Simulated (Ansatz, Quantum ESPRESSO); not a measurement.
# puckered PAs, 1 layer against a metal electrode: the far face's level over the Fermi level at a withheld member of a series

Method. Quantum ESPRESSO 7.5, PBE, GBRV ultrasoft. The slab is relaxed neutral under PBE-D3(BJ), then held. ESM with bc3: vacuum below and a metal electrode about 6 Å above the top atoms. Fermi-Dirac smearing of 0.004 Ry and a dense mesh. Charges are set per cell from the starting area. The series steps the charge of the slab (positive: electrons removed).

| charge of the slab | far face's level over the Fermi level (eV) |
| --- | --- |
| 1 ×10¹³ e/cm² | 4.379 |
| 2 ×10¹³ e/cm² | 4.455 |
| 3 ×10¹³ e/cm² | 4.507 |
| 4.5 ×10¹³ e/cm² | 4.585 |
| 7 ×10¹³ e/cm² | 4.672 |
| 8 ×10¹³ e/cm² | 4.688 |

One more run was made and is withheld. What is the far face's level over the Fermi level at 6 ×10¹³ e/cm²?

**Fit.** The rows at 4.5 ×10¹³ e/cm² and 7 ×10¹³ e/cm² give a slope of (4.672 − (4.585))/(7 − (4.5)) = 0.0348, so a straight line gives 4.637 eV. A parabola through these and the row at 3 ×10¹³ e/cm² gives 4.644 eV.

What the calculation gave: 4.643 eV. The line misses by −0.006 and the parabola by +0.001 eV. The parabola does better.

Caveats: Vacuum fills the gap; ions don't answer the charge; added electrons can spill towards the electrode at the most negative charges. Charges count on the starting cell, which the relaxation changed by some per cent. Members without a usable value, or on the other side of zero field or charge, are not listed.
